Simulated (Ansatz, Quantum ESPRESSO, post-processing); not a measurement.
# Ballistic transmission: vacuum gap of 3.5 Å between two Ag(100) faces, part 3 of 3

How well does the junction conduct in the ballistic limit? It is: vacuum gap of 3.5 Å between two Ag(100) faces.

Quantum ESPRESSO 7.5; plane-wave DFT, LDA, GBRV ultrasoft pseudopotentials; cross-check by Ansatz 0.2.0 with PAW datasets.

So far. Step 2 (SCF with pw.x): The run needed 11 iterations to bring the estimated error under 1e-07 Ry; the largest force on any atom, held or free, is 0.19 eV/Å. Step 3 (The open system): At no point does T exceed the number of channels.

**4. Transmission with pwcond.x, with ewind = 1.0**

Level of this step: transmission by pwcond, lead and junction from one cell; plane-wave DFT, LDA, GBRV ultrasoft pseudopotentials (Quantum ESPRESSO).

A sensitivity test on the input.

Input file cond.w.in:

```
&inputcond
  outdir = './out'
  prefixt = 'scf'
  tran_file = 'cond.w.dat'
  bdl = 2.8284271247
  bds = 11.7993119511
  ikind = 1
  ewind = 1.0
  epsproj = 1e-05
  nz1 = 7
  energy0 = 0.4
  denergy = -0.4
/
28
  0.00000000 0.00000000 0.00694444
  0.00000000 0.08333333 0.02777778
  0.00000000 0.16666667 0.02777778
  0.00000000 0.25000000 0.02777778
  0.00000000 0.33333333 0.02777778
  0.00000000 0.41666667 0.02777778
  0.00000000 0.50000000 0.01388889
  0.08333333 0.08333333 0.02777778
  0.08333333 0.16666667 0.05555556
  0.08333333 0.25000000 0.05555556
  0.08333333 0.33333333 0.05555556
  0.08333333 0.41666667 0.05555556
  0.08333333 0.50000000 0.02777778
  0.16666667 0.16666667 0.02777778
  0.16666667 0.25000000 0.05555556
  0.16666667 0.33333333 0.05555556
  0.16666667 0.41666667 0.05555556
  0.16666667 0.50000000 0.02777778
  0.25000000 0.25000000 0.02777778
  0.25000000 0.33333333 0.05555556
  0.25000000 0.41666667 0.05555556
  0.25000000 0.50000000 0.02777778
  0.33333333 0.33333333 0.02777778
  0.33333333 0.41666667 0.05555556
  0.33333333 0.50000000 0.02777778
  0.41666667 0.41666667 0.02777778
  0.41666667 0.50000000 0.02777778
  0.50000000 0.50000000 0.00694444
3
```

Command:

```bash
$ OMP_NUM_THREADS=1 mpirun -n 4 pwcond.x -in cond.w.in > cond.w.out
```

Numbers of over 12 decimals in the logs are rounded to 6 here.

Output:

```text
[banner, memory and clock lines left out]
Program PWCOND v.7.5 starts
[citation notice left out]

[...]
./out/scf.save/

     IMPORTANT: XC functional enforced from input :
     Exchange-correlation= PZ
                           (   1   1   0   0   0   0   0)
     Any further DFT definition will be discarded
     Please, verify this is what you really want

     Reading collected, re-writing distributed wavefunctions

===== INPUT FILE containing all the regions =====

     GEOMETRY:

     lattice parameter (alat)  =       5.5454  a.u.
     the volume                =    2012.1140 (a.u.)^3
     the cross section         =      30.7513 (a.u.)^2
     l of the unit cell        =      11.7993 (alat)
     number of atoms/cell      =           16
     number of atomic types    =            1

     crystal axes: (cart. coord. in units of alat)
               a(1) = (  1.0000  0.0000  0.0000 )
               a(2) = (  0.0000  1.0000  0.0000 )
               a(3) = (  0.0000  0.0000 11.7993 )

   Cartesian axes

     site n.     atom                  positions (alat units)
          1        Ag     tau(  1)=(  0.0000  0.0000 11.7993  )
          2        Ag     tau(  2)=(  0.5000  0.5000  0.7071  )
          3        Ag     tau(  3)=(  0.0000  0.0000  1.4142  )
          4        Ag     tau(  4)=(  0.5000  0.5000  2.1213  )
          5        Ag     tau(  5)=(  0.0000  0.0000  2.8284  )
          6        Ag     tau(  6)=(  0.5000  0.5000  3.5355  )
          7        Ag     tau(  7)=(  0.0000  0.0000  4.2426  )
          8        Ag     tau(  8)=(  0.5000  0.5000  4.9497  )
          9        Ag     tau(  9)=(  0.0000  0.0000  6.1425  )
         10        Ag     tau( 10)=(  0.5000  0.5000  6.8496  )
         11        Ag     tau( 11)=(  0.0000  0.0000  7.5567  )
         12        Ag     tau( 12)=(  0.5000  0.5000  8.2638  )
         13        Ag     tau( 13)=(  0.0000  0.0000  8.9709  )
         14        Ag     tau( 14)=(  0.5000  0.5000  9.6780  )
         15        Ag     tau( 15)=(  0.0000  0.0000 10.3851  )
         16        Ag     tau( 16)=(  0.5000  0.5000 11.0922  )

     nr1s                      =           24
     nr2s                      =           24
     nr3s                      =          270
     nr1sx                     =           24
     nr2sx                     =           24
     nr3sx                     =          270
     nr1                       =           25
     nr2                       =           25
     nr3                       =          300
     nr1x                      =           25
     nr2x                      =           25
     nr3x                      =          300

 _______________________________
  Radii of nonlocal spheres:

     type       ibeta     ang. mom.          radius (alat units)
       Ag         1         0                    0.3125
       Ag         2         0                    0.3125
       Ag         3         1                    0.3125
       Ag         4         1                    0.3125
       Ag         5         2                    0.3125
       Ag         6         2                    0.3125
----- General information -----

--- T calc. with identical leads (ikind=1) ---

     nrx                       =           24
     nry                       =           24
     nz1                       =            7

     energy0               =         4.0E-01
     denergy               =        -4.0E-01
     nenergy               =          3
     ecut2d                =         4.0E+01
     ewind                 =         1.0E+00
     epsproj               =         1.0E-05

     number of k_|| points=   28
                       cryst. coord.
        k(    1) = (   0.0000000   0.0000000), wk =   0.0069444
        k(    2) = (   0.0000000   0.0833333), wk =   0.0277778
[...]
k(   28) = (   0.5000000   0.5000000), wk =   0.0069444
----- Information about left/right lead -----

     nocros                   =           18
     noins                    =           54
     norb                     =           90
     norbf                    =          234
     nrz                      =           65

      iorb      type   ibeta   ang. mom.   m       position (alat)
        1        1       1        0        1   taunew(   1)=(  0.0000  0.0000  0.0000)
        2        1       2        0        1   taunew(   2)=(  0.0000  0.0000  0.0000)
[...]
90        1       6        2        5   taunew(  90)=(  0.0000  0.0000  2.8284)
----- Information about scattering region -----

     noins                    =          198
     norb                     =          234
     norbf                    =          234
     nrz                      =          205

      iorb      type   ibeta   ang. mom.   m       position (alat)
        1        1       1        0        1   taunew(   1)=(  0.0000  0.0000  0.0000)
        2        1       2        0        1   taunew(   2)=(  0.0000  0.0000  0.0000)
[...]
234        1       6        2        5   taunew( 234)=(  0.0000  0.0000  8.9709)
 ngper, shell number =           97          16
 ngper, n2d =           97          49
---  E-Ef =    0.4000000  k =    0.0000000   0.0000000
---  ie =          1  ik =          1
 Nchannels of the left tip =            1
 Right moving states:
   k1(2pi/a)   k2(2pi/a)   E-Ef (eV)
  -0.2966838  -0.0000057   0.4000000
 Left moving states:
   k1(2pi/a)   k2(2pi/a)   E-Ef (eV)
   0.2966838  -0.0000057   0.4000000

 to transmit
 Band j to band i transmissions and reflections:
    j         i     |T_ij|^2    |R_ij|^2

    1 -->     1     0.99713     0.00287
   Total T_j, R_j =    0.99713  0.00287

E-Ef(ev), T(x2 spins) =    0.4000000   1.9942678
---  E-Ef =    0.0000000  k =    0.0000000   0.0000000
---  ie =          2  ik =          1
 Nchannels of the left tip =            1
 Right moving states:
   k1(2pi/a)   k2(2pi/a)   E-Ef (eV)
  -0.3562285  -0.0000058   0.0000000
 Left moving states:
   k1(2pi/a)   k2(2pi/a)   E-Ef (eV)
   0.3562285  -0.0000058   0.0000000

 to transmit
 Band j to band i transmissions and reflections:
    j         i     |T_ij|^2    |R_ij|^2

    1 -->     1     0.99293     0.00707
   Total T_j, R_j =    0.99293  0.00707

E-Ef(ev), T(x2 spins) =    0.0000000   1.9858584
---  E-Ef =   -0.4000000  k =    0.0000000   0.0000000
---  ie =          3  ik =          1
 Nchannels of the left tip =            1
 Right moving states:
   k1(2pi/a)   k2(2pi/a)   E-Ef (eV)
  -0.4146541  -0.0000058  -0.4000000
 Left moving states:
   k1(2pi/a)   k2(2pi/a)   E-Ef (eV)
   0.4146541  -0.0000058  -0.4000000

 to transmit
 Band j to band i transmissions and reflections:
    j         i     |T_ij|^2    |R_ij|^2

    1 -->     1     0.96098     0.03902
   Total T_j, R_j =    0.96098  0.03902

E-Ef(ev), T(x2 spins) =   -0.4000000   1.9219527
 ngper, shell number =           97          54
 ngper, n2d =           97          50
[... further energies and points left out ...]
---  E-Ef =    0.4000000  k =    0.5000000   0.5000000
---  ie =          1  ik =         28
 Nchannels of the left tip =            0
 Right moving states:
   k1(2pi/a)   k2(2pi/a)   E-Ef (eV)
 Left moving states:
   k1(2pi/a)   k2(2pi/a)   E-Ef (eV)

 to transmit
          E-Ef(ev), T =    0.4000000   0.0000000
---  E-Ef =    0.0000000  k =    0.5000000   0.5000000
---  ie =          2  ik =         28
 Nchannels of the left tip =            0
 Right moving states:
   k1(2pi/a)   k2(2pi/a)   E-Ef (eV)
 Left moving states:
   k1(2pi/a)   k2(2pi/a)   E-Ef (eV)

 to transmit
          E-Ef(ev), T =    0.0000000   0.0000000
---  E-Ef =   -0.4000000  k =    0.5000000   0.5000000
---  ie =          3  ik =         28
 Nchannels of the left tip =            0
 Right moving states:
   k1(2pi/a)   k2(2pi/a)   E-Ef (eV)
 Left moving states:
   k1(2pi/a)   k2(2pi/a)   E-Ef (eV)

 to transmit
          E-Ef(ev), T =   -0.4000000   0.0000000
   T_tot     0.40000      0.11307E+01
   T_tot     0.00000      0.10415E+01
   T_tot    -0.40000      0.95453E+00

[...]
```

Wall time 55 s (4 MPI ranks of Arm Neoverse V2, shared host); peak memory 0.23 GiB.

The changed values were drawn from a wide range, not chosen for quality; the comparison shows what they did here together.

Beside the run it was changed from:

| quantity | this run | unchanged run | difference |
| --- | --- | --- | --- |
| transmission at the Fermi level, one spin | 0.5208 | 0.4656 | 0.055 |
| lead channels at the Fermi level, one spin | 0.9792 | 0.9236 | 0.056 |
| wall time (s) | 55 | 86 |  |

Over all energies T moves by up to 0.055, at -0.4 eV.

The physical values in this table move by up to 12 %.

**5. The same in Ansatz**

A second code with its own PAW datasets, on the same atoms.

Level of this step: plane-wave DFT, LDA, Ansatz PAW (Ansatz 0.2.0).

Input file input.yaml:

```yaml
crystal:
  lattice:
    - [2.9344931419, 0.0, 0.0]
    - [0.0, 2.9344931419, 0.0]
    - [0.0, 0.0, 34.625]
  atoms:
    - { symbol: Ag, position: [0.0, 0.0, 0.0] }
    - { symbol: Ag, position: [0.5, 0.5, 0.0599277978] }
    - { symbol: Ag, position: [0.0, 0.0, 0.1198555957] }
    - { symbol: Ag, position: [0.5, 0.5, 0.1797833935] }
    - { symbol: Ag, position: [0.0, 0.0, 0.2397111913] }
    - { symbol: Ag, position: [0.5, 0.5, 0.2996389892] }
    - { symbol: Ag, position: [0.0, 0.0, 0.359566787] }
    - { symbol: Ag, position: [0.5, 0.5, 0.4194945848] }
    - { symbol: Ag, position: [0.0, 0.0, 0.5205776173] }
    - { symbol: Ag, position: [0.5, 0.5, 0.5805054152] }
    - { symbol: Ag, position: [0.0, 0.0, 0.640433213] }
    - { symbol: Ag, position: [0.5, 0.5, 0.7003610108] }
    - { symbol: Ag, position: [0.0, 0.0, 0.7602888087] }
    - { symbol: Ag, position: [0.5, 0.5, 0.8202166065] }
    - { symbol: Ag, position: [0.0, 0.0, 0.8801444043] }
    - { symbol: Ag, position: [0.5, 0.5, 0.9400722022] }
kpoints:
  mp_grid: { grid: [8, 8, 1] }
hamiltonian:
  xc: lda
scf:
  occupations: { method: fermi_dirac, width: 0.1 }
  convergence: { dr2_threshold: 1.0e-08 }
output:
  transmission: { leads: [[0, 2]], e_range: [-0.4, 0.4], de: 0.4, kmesh: [12, 12] }
  write_potential: true
  write_density: true
  volumetric_format: npy
  elf: true
```

Command:

```bash
$ ansatz run input.yaml --threads 4 --pin off --max-ram 8192MiB --backend cpu --events-out ev --progress --plain --runs-dir out
```

Output:

```text
Engine: ansatz 0.2.0, aarch64-unknown-linux-gnu
Pseudopotentials: kind: paw
Pseudopotential: Ag, paw, valence charge 19, recommended cutoff 420 eV (normal), Ag.paw.azcp
Functional definition: SPW92
  exchange = slater_x
  correlation = pw_c
Crystal: 16 atoms, lattice volume = 298.165 Å³
Basis set: ecut = 420 eV, 5727 PW (Γ)
Bands: 183, of which v1, the nominal top of the filled ones, is band 152 counted from 1 (151 counted from 0)
Symmetry: 16 space group operations
Space group: P4/nmm (ITA 129), of the structure as read, at distance tolerance 6.7e-5 Å
k-points: 15 of 64
Non-local potential: Ag, projectors of the file, l = 0: 3, l = 1: 2, l = 2: 2, l = 3: 1
PAW form: soft (Blöchl's): semilocal exchange-correlation on the pseudo side does not see the compensation charge
PAW frozen core: Ag, regenerated for the run's functional, and the local potential with it (the file was generated under x = pbe(κ = 0.804, μ = 0.219515), c = pbe(β = 0.066725))
PAW one-centre angular grid: Ag, 590 points (default); XC on 64 Gauss nodes
Initial density: superposition of atomic densities (neutral atoms: chi_scale 0, normalization atom), corrected by the library's trained network
Initial wavefunctions: pseudopotential atomic-orbital guess
Functional: x = slater, c = lda
SCF iter   1: F=—  HF=-119328.307393 eV  |F-HF|=—  |Δ(HF+E_count)|=         —  Δρ=1.35e-2  dr2=4.94e-1  ethr=1.77e-3  ⟨swp⟩=4.3  Hψ=8115  notcnv=0  defer=152
preconditioner: auto → LDOS  [metal: Δε(μ)=0.113 eV  Ē_g=10.252 eV  σ=0.100 eV  W_gap=0.26  n_scr=106 (ndim 8)  ℏωp=28.5 eV  f_vac=0.029  D(μ)=4.44/eV (n_scr^D=18)  β→1.0]
SCF iter   2: F=—  HF=-119328.490232 eV  |F-HF|=—  |Δ(HF+E_count)|=   1.83e-1  Δρ=2.07e-2  dr2=1.04e0  ethr=1.62e-4  ⟨swp⟩=2.0  Hψ=5637  notcnv=0  defer=273
SCF iter   3: F=—  HF=-119328.170709 eV  |F-HF|=—  |Δ(HF+E_count)|=   3.20e-1  Δρ=1.01e-3  dr2=2.58e-3  ethr=1.62e-4  ⟨swp⟩=2.1  Hψ=4821  notcnv=0  defer=273
SCF iter   4: F=—  HF=-119328.170313 eV  |F-HF|=—  |Δ(HF+E_count)|=   3.97e-4  Δρ=2.56e-4  dr2=2.02e-4  ethr=8.48e-7  ⟨swp⟩=2.0  Hψ=5027  notcnv=0  defer=266
SCF iter   5: F=—  HF=-119328.170272 eV  |F-HF|=—  |Δ(HF+E_count)|=   4.02e-5  Δρ=4.37e-5  dr2=5.65e-6  ethr=6.65e-8  ⟨swp⟩=2.0  Hψ=4744  notcnv=0  defer=266
SCF iter   6: F=—  HF=-119328.170021 eV  |F-HF|=—  |Δ(HF+E_count)|=   2.51e-4  Δρ=1.85e-5  dr2=1.22e-6  ethr=1.86e-9  ⟨swp⟩=2.0  Hψ=4754  notcnv=0  defer=266
SCF iter   7: F=—  HF=-119328.170021 eV  |F-HF|=—  |Δ(HF+E_count)|=   2.87e-7  Δρ=2.38e-6  dr2=3.56e-8  ethr=4.00e-10  ⟨swp⟩=2.1  Hψ=3775  notcnv=0  defer=266
SCF iter   8: F=-119328.170021 eV  HF=-119328.170021 eV  |F-HF|=9.02e-10  |Δ(HF+E_count)|=  6.55e-10  Δρ=9.88e-7  dr2=2.46e-9  ethr=3.29e-12  ⟨swp⟩=8.7  Hψ=9524  notcnv=0
SCF 1 converged in 8 iterations: F = -119328.170021 eV  dr2 = 2.46e-9
  greatest PAW one-centre occupation: 1.002 electrons in one spin orbital (limit 2), on the Ag atom at site 10 (counted from 0), in its partial waves of l = 0
transmission: 124 of 1232 steps passed
transmission: 248 of 1232 steps passed
[...]
transmission: 1232 of 1232 steps passed
SCF converged after 8 iterations
Free energy (F): -119328.170021 eV
Harris-Foulkes:  -119328.170021 eV  (|F-HF|=9.02e-10)
Internal energy: -119328.023756 eV  (E = F + TS)
E sigma→0 (E₀):  -119328.096888 eV
Entropy (-TS):   -0.146265 eV (-9.142 meV/atom)
Fermi energy:    14.998308 eV
--- Per-component energies (eV) ---
  E_band       = -4366.694231
  E_kinetic    = 8425.621898
  E_local      = -46572.615210  (includes V_loc(G=0)·N_el)
  E_nonlocal   = 1387.697206
  E_hartree    = 21374.633857
  E_xc         = -2929.364474
  E_vxc        = -3741.171338  (∫ρ·V_xc dr)
  E_paw        = -60327.134814  (= ΣΔE_a)
  E_vpaw       = -6615.499712  (= ΣTr[D̂ρ^β])
  E_aug_tail   = 0.004406  (compensation charges beyond the density's cutoff)
  E_ewald      = -40698.463545
  E_core_change = 11.596920  (= ΣΔE_core)
  E_smearing   = -0.146265  (= −TS)
  E_closure    = -0.000000  (closes the sum)
  Σ components = -119328.170021   (vs F -119328.170021, Δ=0.00e0)
--- Band table (eV; the first three rows and the last of 15) ---
  k-point 0: bands = [... 148 lower, 12.2437, 12.3013, 12.3180, 12.3180, 12.3732, 12.3732, 12.5459, 13.7684, ... 27 higher]
  k-point 1: bands = [... 148 lower, 12.2010, 12.2495, 12.2925, 12.3115, 12.3203, 13.0075, 13.2198, 14.4310, ... 27 higher]
  k-point 2: bands = [... 148 lower, 12.2247, 12.2442, 12.2457, 12.7251, 12.9800, 14.0231, 14.3038, 15.6321, ... 27 higher]
  k-point 14: bands = [... 148 lower, 17.3083, 17.3083, 17.8906, 17.8906, 18.3055, 18.3055, 19.0991, 19.0991, ... 27 higher]
--- Transmission ---
  basis      : 69 plane waves across, 44 finite elements along
  points     : 28, standing for a mesh of 12 x 12
  energies   : 3 from -0.400000 to 0.400000 eV about the Fermi level, 0.400000 eV apart; the leads are filled to 0.000000 eV, and channels, transmission and decay are at 0.000000 eV
  crystal 0  : Ag2, at the sites [0, 2], period 4.1500 Å, over 33.20 Å; its Hamiltonian steps by up to 9.7 meV
    offset         : up to 0.0000 Å between an atom of the period and one for which it stands
    channels       : 9.236111e-1 a spin
    conductance    : none, the energies end too early or step too widely for 300 K: set another output.transmission.e_range or a lower de, or, where they end at an eighth of basis.ecutwfc, a higher one
    slowest decay  : 0.1056 /Å at (0.4167, 0.4167)
  junction   : crystal 0 to crystal 0, -0.34 to 30.14 Å
    transmission   : 4.661949e-1 a spin
    conductance    : none, the energies end too early or step too widely for 300 K: set another output.transmission.e_range or a lower de, or, where they end at an eighth of basis.ecutwfc, a higher one
```

Elapsed: 20 s, on 4 threads; peak memory 1.4 GiB; 78 s of CPU time.

Numbers from this step:

- free energy: -119328.1700 eV
- energy at zero smearing: -119328.0969 eV
- smearing term TS: 0.1463 eV
- Fermi energy: 15.00 eV
- symmetry operations: 16
- transmission at the Fermi level, one spin: 0.4662
- step of the lead's Hamiltonian over a period: 9.7 meV

Per spin; mean over the k mesh across the current. Transmission, zone mean against energy, zero at the Fermi level:

```
energy (eV)  transmission, zone mean
     -0.400                    0.423
      0.000                    0.466
      0.400                    0.511
```

Per spin; mean over the k mesh across the current. Table of open channels, zone mean by energy, zero at the Fermi level:

```
energy (eV)  open channels, zone mean
     -0.400                     0.896
      0.000                     0.924
      0.400                     0.951
```

Valence density in the ca plane at fractional y = 0.000, with atoms of Ag within 0.2 Å of it. It is the smooth field of the valence electrons, not physical close to the nuclei.

Ten steps, logarithmic in the rise over the least value, from '0' (0 e/Å³) to '9' (19 e/Å³), each cell a mean:
```
31000126898410000000025898520000147996310001
21000114665310000000013676310000125664210001
11111112332111110000001232111111112332111111
11111101111101110000000111101111011111011111
11111111121111110000001121111111111221111111
11000113454210000000002454210000123543110001
21000125787410000000014787420000136885210001
31000137998510000000026998621000158997310001
```
Columns run along c (16.0 Å, from fractional 0.27 to 0.73 of the cell), rows up along a (2.9 Å). Atoms in or near the plane, at fractional coordinates: Ag at (0.36, 0.00), Ag at (0.52, 0.00), Ag at (0.64, 0.00).

Electrostatic potential energy in the ca plane at fractional y = 0.000, with atoms of Ag within 0.2 Å of it. With pseudopotentials it is smooth inside the atoms' cores, unlike the true potential.

Ten even steps from '0' (-25 eV) to '9' (20 eV), each cell a mean:
```
69999973001589999999984000489999851002799999
89999985324799999999986323699999974235899999
99999998777999999999998767899999998778999999
99999999999999999999999999999999999999999999
99999999888999999999999888999999998889999999
89999997546899999999997545799999986457999999
79999984102589999999985101589999962013799999
69999972000489999999973000379999841002699999
```
Columns run along c (16.0 Å, from fractional 0.27 to 0.73 of the cell; values clipped at the 3rd and 97th percentile), rows up along a (2.9 Å). Atoms in or near the plane, at fractional coordinates: Ag at (0.36, 0.00), Ag at (0.52, 0.00), Ag at (0.64, 0.00).

Ansatz finds T = 0.466 against pwcond's 0.466.

**6. All levels side by side**

All levels:

```csv
step,T at the Fermi level (per spin),conductance (G0),r.m.s. T(E) from the first,CPU time of the step (s),peak memory (GiB)
Ansatz,0.4662,-,0,77.95,1.395
pwcond,0.4656,0.4656,0.001003,345.2,0.26
"pwcond, changed setting",0.5208,0.5208,0.05427,220.6,0.23
```

Per spin; mean over the k mesh across the current. The transmission, zone mean by energy, zero at the Fermi level:

```csv
energy (eV),Ansatz,pwcond,"pwcond, changed setting"
-0.400,0.423,0.422,0.477
0.000,0.466,0.466,0.521
0.400,0.511,0.510,0.565
```

**7. Worked from the printed numbers**

The Landauer sum over the mesh, Σ w T = 0.0556 × 0.844 + 0.0556 × 0.724 + 0.0556 × 0.638 + … = 0.4656.

G = 0.466 × 77.48 µS = 36.1 µS a cell. Times the area of 8.611 Å², the resistance-area product is A/G = 2.39 fΩ m², the leads' contact resistance included.

Free electrons at 1 an atom (4 atoms in 71.5 Å³) have k_F = 1.183 1/Å and offer A k_F²/4π = 0.96 channels per spin; the lead has 0.92 on this mesh.

**8. What came out**

| Property | Result |
| --- | --- |
| conductance from T at the Fermi level, a cell (G₀ = 2e²/h) | 0.466 G₀ |
| conductance per area | 419 S/μm² |
| lead channels per spin | 0.92 |
| the same conductance by Ansatz | 0.466 G₀ |

What this shows: The junction conducts 0.466 G₀ a cell at the Fermi level (LDA, GBRV ultrasoft). At the Fermi level the junction passes 50 % of what the leads offer. At the Fermi level pwcond and Ansatz differ by 0.13 %, a close match. The mean rests on 28 distinct points, the heaviest weighing 0.06, and the mesh was not tested, so even the second digit is unsure. Over -0.4 to 0.4 eV, T lies between 0.42 and 0.51 per spin. The geometry is as built, not relaxed, and the leads are short. Semilocal functionals lack the image potential in a vacuum gap.

[Logs are printed without paths, hosts, clocks, repeated set-up lines and the standing remarks that a program may print on its own settings, such as how far it seeks lower states.]

[Hosts, paths, dates, database ids (printed as entryN), source tags and the programs' standing remarks are cut or masked in the printed files.]

[Maps of the electrostatic potential energy from Ansatz leave out the sawtooth potential of an applied field or a dipole correction, so their vacuum need not be flat; planar profiles and work functions include it.]
